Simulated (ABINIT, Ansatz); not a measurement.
## A GW chain in ABINIT: K2NaScF6 (Fm-3m)

Wanted: ground state, empty states, screening and self-energy for K2NaScF6 (Fm-3m).

Method: LDA and many-body steps on it, plane waves, in ABINIT 10.8.3.

## (1) The structure

It takes space group Fm-3m (No. 225, cubic). The conventional cell has a = 8.472 Å, b = 8.472 Å, c = 8.472 Å, α = 90.00°, β = 90.00°, γ = 90.00°. K has 12 F at 3.00 Å nearest. Na has 6 F at 2.25 Å nearest. Nearest to Sc lie 6 F at 1.98 Å. Nearest to F lie 1 Sc at 1.98 Å and 1 Na at 2.25 Å and 4 K at 3.00 Å. Farther neighbours and most contacts between anions are not listed.

The cell and positions come from the Crystallography Open Database and are kept as given unless a step says otherwise.

## (2) Ground state

This step: ABINIT 10.8.3; DFT, LDA, plane waves, norm-conserving pseudopotentials.

The ground-state density comes first.

File run.abi:

```
acell 3*1.0 Angstrom
rprim 
  -0.000000000000 4.235850000000 4.235850000000
  4.235850000000 -0.000000000000 4.235850000000
  4.235850000000 4.235850000000 -0.000000000000
ntypat 4
znucl 19 11 21 9
natom 10
typat 1 1 2 3 4 4 4 4 4 4
xred 
  0.250000000000 0.250000000000 0.250000000000
  0.750000000000 0.750000000000 0.750000000000
  0.500000000000 0.500000000000 0.500000000000
  0.000000000000 0.000000000000 0.000000000000
  0.765800000000 0.234200000000 0.234200000000
  0.234200000000 0.765800000000 0.234200000000
  0.234200000000 0.765800000000 0.765800000000
  0.765800000000 0.234200000000 0.765800000000
  0.234200000000 0.234200000000 0.765800000000
  0.765800000000 0.765800000000 0.234200000000
pp_dirpath "pseudos"
pseudos "K.upf, Na.upf, Sc.upf, F.upf"
ecut 38
ngkpt 4 4 4
nshiftk 1
shiftk 0 0 0
kptopt 1
chksymbreak 0
nband 49
occopt 1
tolvrs 1e-10
nstep 60
prtwf 0
optforces 0
optstress 0
indata_prefix "in"
outdata_prefix "out"
tmpdata_prefix "tmp"
```

Started as:

```
OMP_NUM_THREADS=1 mpirun -n 4 abinit run.abi > log
```

Numbers of over 12 decimals in the logs are rounded to 6 here.

The log of the run:

```text
.Version 10.8.3 of ABINIT. v10.8.2 released Aug 2026.

 Symmetries : space group Fm -3 m (#225); Bravais cF (face-center cubic)
================================================================================
 Values of the parameters that define the memory need of the present run
     intxc =       0    ionmov =       0      iscf =       7    lmnmax =       6
     lnmax =       6     mgfft =      64  mpssoang =       3    mqgrid =    3001
     natom =      10  nloc_mem =       1    nspden =       1   nspinor =       1
    nsppol =       1      nsym =      48    n1xccc =    2501    ntypat =       4
    occopt =       1   xclevel =       1
-    mband =          49        mffmem =           1         mkmem =           2
       mpw =       11516          nfft =      262144          nkpt =           8
================================================================================
  Rough estimation (10% accuracy) of disk space for files :
================================================================================

--------------------------------------------------------------------------------
------------- Echo of variables that govern the present computation ------------
--------------------------------------------------------------------------------
 -outvars: echo values of preprocessed input variables --------
            acell      1.8897261259E+00  1.8897261259E+00  1.8897261259E+00 Bohr

      chksymbreak           0
             ecut      3.80000000E+01 Hartree
-          fftalg         312

              ixc       -1012
              kpt      0.00000000E+00  0.00000000E+00  0.00000000E+00
                       2.50000000E-01  0.00000000E+00  0.00000000E+00
                       5.00000000E-01  0.00000000E+00  0.00000000E+00
                       2.50000000E-01  2.50000000E-01  0.00000000E+00
                       5.00000000E-01  2.50000000E-01  0.00000000E+00
                      -2.50000000E-01  2.50000000E-01  0.00000000E+00
                       5.00000000E-01  5.00000000E-01  0.00000000E+00
                      -2.50000000E-01  5.00000000E-01  2.50000000E-01
         kptrlatt        4    0    0      0    4    0      0    0    4
          kptrlen      4.52808352E+01
P           mkmem           2
            natom          10
            nband          49
            ngfft          64      64      64
             nkpt           8
            nstep          60
             nsym          48
           ntypat           4
              occ      2.000000  2.000000  2.000000  2.000000  2.000000  2.000000
                       2.000000  2.000000  2.000000  2.000000  2.000000  2.000000
                       2.000000  2.000000  2.000000  2.000000  2.000000  2.000000
                       2.000000  2.000000  2.000000  2.000000  2.000000  2.000000
                       2.000000  2.000000  2.000000  2.000000  2.000000  2.000000
                       2.000000  2.000000  2.000000  2.000000  2.000000  2.000000
                       2.000000  2.000000  2.000000  2.000000  0.000000  0.000000
                       0.000000  0.000000  0.000000  0.000000  0.000000  0.000000
                       0.000000
        optforces           0
        optstress           0
            prtwf           0
            rprim     -0.0000000000E+00  4.2358500000E+00  4.2358500000E+00
                       4.2358500000E+00 -0.0000000000E+00  4.2358500000E+00
                       4.2358500000E+00  4.2358500000E+00 -0.0000000000E+00
          spgroup         225

           tolvrs      1.00000000E-10

             xred      2.5000000000E-01  2.5000000000E-01  2.5000000000E-01
                       7.5000000000E-01  7.5000000000E-01  7.5000000000E-01
[...]
znucl       19.00000   11.00000   21.00000    9.00000

================================================================================

 chkinp: Checking input parameters for consistency.

================================================================================
== DATASET  1 ==================================================================
-   mpi_nproc: 4, omp_nthreads: 1 (-1 if OMP is not activated)

--- !DatasetInfo
iteration_state: {dtset: 1, }
dimensions: {natom: 10, nkpt: 8, mband: 49, nsppol: 1, nspinor: 1, nspden: 1, mpw: 11516, }
cutoff_energies: {ecut:  38.0, pawecutdg:  -1.0, }
electrons: {nelect:   8.00000000E+01, charge:   0.00000000E+00, occopt:   1.00000000E+00, tsmear:   1.00000000E-02, }

 Real(R)+Recip(G) space primitive vectors, cartesian coordinates (Bohr,Bohr^-1):
 R(1)=  0.0000000  8.0045964  8.0045964  G(1)= -0.0624641  0.0624641  0.0624641
 R(2)=  8.0045964  0.0000000  8.0045964  G(2)=  0.0624641 -0.0624641  0.0624641
 R(3)=  8.0045964  8.0045964  0.0000000  G(3)=  0.0624641  0.0624641 -0.0624641
 Unit cell volume ucvol=  1.0257660E+03 bohr^3
 Angles (23,13,12)=  6.00000000E+01  6.00000000E+01  6.00000000E+01 degrees

 getcut: wavevector=  0.0000  0.0000  0.0000  ngfft=  64  64  64
         ecut(hartree)=     38.000   => boxcut(ratio)=   2.03736

--- Pseudopotential description ------------------------------------------------
- K Generated using ONCVPSP code by D. R. Hamann
- 19.00000   9.00000  180309                  znucl, zion, pspdat
12 -1012 2 -1 2170                            pspcod,pspxc,lmax,lloc,mmax
     nproj     2     2     2
  pspatm : epsatm=    8.21740868
[...]
nproj     2     2     1
  pspatm : epsatm=    4.94580260
         --- l  ekb(1:nproj) -->
[...]
2   -2.364936
 pspatm: atomic psp has been read  and splines computed

   5.53154438E+03                                ecore*ucvol(ha*bohr**3)
--------------------------------------------------------------------------------

_setup2: Arith. and geom. avg. npw (full set) are   11477.828   11477.810

================================================================================

--- !BeginCycle
iteration_state: {dtset: 1, }
solver: {iscf: 7, nstep: 60, nline: 4, wfoptalg: 0, }
tolerances: {tolvrs: 1.00E-10, }

     iter   Etot(hartree)      deltaE(h)  residm     vres2
 ETOT  1  -301.49592292550    -3.015E+02 1.290E-01 1.419E+03
 ETOT  2  -301.57532530797    -7.940E-02 2.021E-02 1.475E+03
 ETOT  3  -301.98021109805    -4.049E-01 5.498E-03 9.310E+01
 ETOT  4  -301.99411336273    -1.390E-02 4.932E-03 5.217E+00
 ETOT  5  -301.99472727448    -6.139E-04 1.169E-03 3.363E-01
 ETOT  6  -301.99476683385    -3.956E-05 1.437E-03 3.803E-02
 ETOT  7  -301.99476770437    -8.705E-07 4.901E-04 5.280E-03
 ETOT  8  -301.99476843820    -7.338E-07 2.028E-03 2.289E-04
 ETOT  9  -301.99476845400    -1.580E-08 1.607E-03 8.064E-06
 ETOT 10  -301.99476845475    -7.516E-10 3.939E-03 6.101E-08
 ETOT 11  -301.99476845476    -7.503E-12 1.422E-03 1.075E-08
 ETOT 12  -301.99476845478    -2.319E-11 1.939E-03 1.468E-10
 ETOT 13  -301.99476845475     2.842E-11 4.155E-04 1.841E-12

 At SCF step   13       vres2   =  1.84E-12 < tolvrs=  1.00E-10 =>converged.

--- !ResultsGS
iteration_state: {dtset: 1, }
comment   : Summary of ground state results
lattice_vectors:
- [ -0.0000000,   8.0045964,   8.0045964, ]
- [  8.0045964,  -0.0000000,   8.0045964, ]
- [  8.0045964,   8.0045964,  -0.0000000, ]
lattice_lengths: [  11.32021,   11.32021,   11.32021, ]
lattice_angles: [ 60.000,  60.000,  60.000, ] # degrees, (23, 13, 12)
lattice_volume:   1.0257660E+03
convergence: {deltae:  2.842E-11, res2:  1.841E-12, residm:  4.155E-04, diffor:  0.000E+00, }
etotal    :  -3.01994768E+02
entropy   :   0.00000000E+00
fermie    :  -2.31702236E-02
cartesian_stress_tensor: null
pressure_GPa: null
xred      :
- [  2.5000E-01,   2.5000E-01,   2.5000E-01,  K]
- [  7.5000E-01,   7.5000E-01,   7.5000E-01,  K]
- [  5.0000E-01,   5.0000E-01,   5.0000E-01, Na]
- [  0.0000E+00,   0.0000E+00,   0.0000E+00, Sc]
- [  7.6580E-01,   2.3420E-01,   2.3420E-01,  F]
- [  2.3420E-01,   7.6580E-01,   2.3420E-01,  F]
- [  2.3420E-01,   7.6580E-01,   7.6580E-01,  F]
- [  7.6580E-01,   2.3420E-01,   7.6580E-01,  F]
- [  2.3420E-01,   2.3420E-01,   7.6580E-01,  F]
- [  7.6580E-01,   7.6580E-01,   2.3420E-01,  F]
cartesian_forces: null
force_length_stats: {min: null, max: null, mean: null, }

 Integrated electronic density in atomic spheres:
 ------------------------------------------------
 Atom  Sphere_radius  Integrated_density
[...]
================================================================================

 ----iterations are completed or convergence reached----

 Mean square residual over all n,k,spin=   22.566E-07; max=  41.548E-05
 reduced coordinates (array xred) for   10 atoms
[...]
0.234200000000      0.765800000000      0.234200000000
       0.234200000000      0.765800000000      0.765800000000
       0.765800000000      0.234200000000      0.765800000000
       0.234200000000      0.234200000000      0.765800000000
       0.765800000000      0.765800000000      0.234200000000
 rms dE/dt=  0.0000E+00; max dE/dt=  0.0000E+00; dE/dt below (all hartree)
    1       0.000000000000      0.000000000000      0.000000000000
    2       0.000000000000      0.000000000000      0.000000000000
    3       0.000000000000      0.000000000000      0.000000000000
    4       0.000000000000      0.000000000000      0.000000000000
    5       0.000000000000      0.000000000000      0.000000000000
    6       0.000000000000      0.000000000000      0.000000000000
    7       0.000000000000      0.000000000000      0.000000000000
    8       0.000000000000      0.000000000000      0.000000000000
    9       0.000000000000      0.000000000000      0.000000000000
   10       0.000000000000      0.000000000000      0.000000000000

 cartesian coordinates (angstrom) at end:
[...]
6      4.235850     1.984072     4.235850
    7      6.487628     4.235850     4.235850
    8      4.235850     6.487628     4.235850
    9      4.235850     4.235850     1.984072
   10      4.235850     4.235850     6.487628
 length scales=  1.889726125908  1.889726125908  1.889726125908 bohr
              =  1.000000000000  1.000000000000  1.000000000000 angstroms
 prteigrs : about to open file out_EIG
 Fermi (or HOMO) energy (hartree) =  -0.02317   Average Vxc (hartree)=  -0.35893
 Eigenvalues (hartree) for nkpt=   8  k points:
 kpt#   1, nband= 49, wtk=  0.01563, kpt=  0.0000  0.0000  0.0000 (reduced coord)
  -1.70787   -1.66719   -0.96491   -0.96400   -0.90782   -0.90782   -0.90782   -0.72726
  -0.71750   -0.71750   -0.71327   -0.71327   -0.71327   -0.68440   -0.68440   -0.68440
  -0.36861   -0.36861   -0.36861   -0.36454   -0.36454   -0.36454   -0.10869   -0.08740
  -0.08740   -0.08740   -0.08531   -0.08531   -0.07270   -0.07270   -0.07270   -0.04267
  -0.04267   -0.04267   -0.03263   -0.03263   -0.03263   -0.02317   -0.02317   -0.02317
   0.22124    0.24894    0.24894    0.24894    0.32265    0.32265    0.34975    0.34975
   0.34978
 prteigrs : prtvol=0 or 1, do not print more k-points.

--- !EnergyTerms
iteration_state     : {dtset: 1, }
comment             : Components of total free energy in Hartree
kinetic             :  1.62708666020092E+02
hartree             :  9.23968123893179E+01
xc                  : -5.97130601417376E+01
Ewald energy        : -1.85697692629020E+02
psp_core            :  5.39259849443061E+00
local_psp           : -2.96878293987648E+02
non_local_psp       : -2.02037986001868E+01
total_energy        : -3.01994768454752E+02
total_energy_eV     : -8.21769628868785E+03
band_energy         : -3.53446007981086E+01

== END DATASET(S) ==============================================================
================================================================================

 -outvars: echo values of variables after computation  --------
           etotal     -3.0199476845E+02
            nband          49
             nkpt           8
          spgroup         225
 [... the other variables as echoed above ...]

 Calculation completed.
```

The job ended after 72 s (4 MPI ranks of Arm Neoverse V1, shared host; peak memory 0.57 GiB; 4.8 min of CPU time).

This step gave:

* total energy: -8217.6963 eV
* gap: 6.651 eV
* k of the valence top: 0, 0, 0
* k of the conduction bottom: 0, 0, 0
* least direct gap: 6.651 eV

The gap is direct, at Γ.

(Continued in part 2 of 3.)

[Paths, hosts, dates, memory and timing lines, banners, echoed tables and standing remarks are left out of the program output.]

[Logs are printed without paths, hosts, clocks, repeated set-up lines and the standing remarks that a program may print on its own settings, such as how far it seeks lower states.]

[Runs of the session that timed out or met a known fault of the program may be left out.]

[Hosts, paths, dates, database ids (printed as entryN), source tags and the programs' standing remarks are cut or masked in the printed files.]

[G0W0 gaps are taken among the corrected bands and points alone; a level outside them can change the order at an edge.]

[Where Ansatz stands beside ABINIT at settings called matched, ABINIT's density can come from a denser mesh and the files from another edition; pairs whose starting gaps differed by over 0.03 eV were left out, so agreement reads better than it is.]
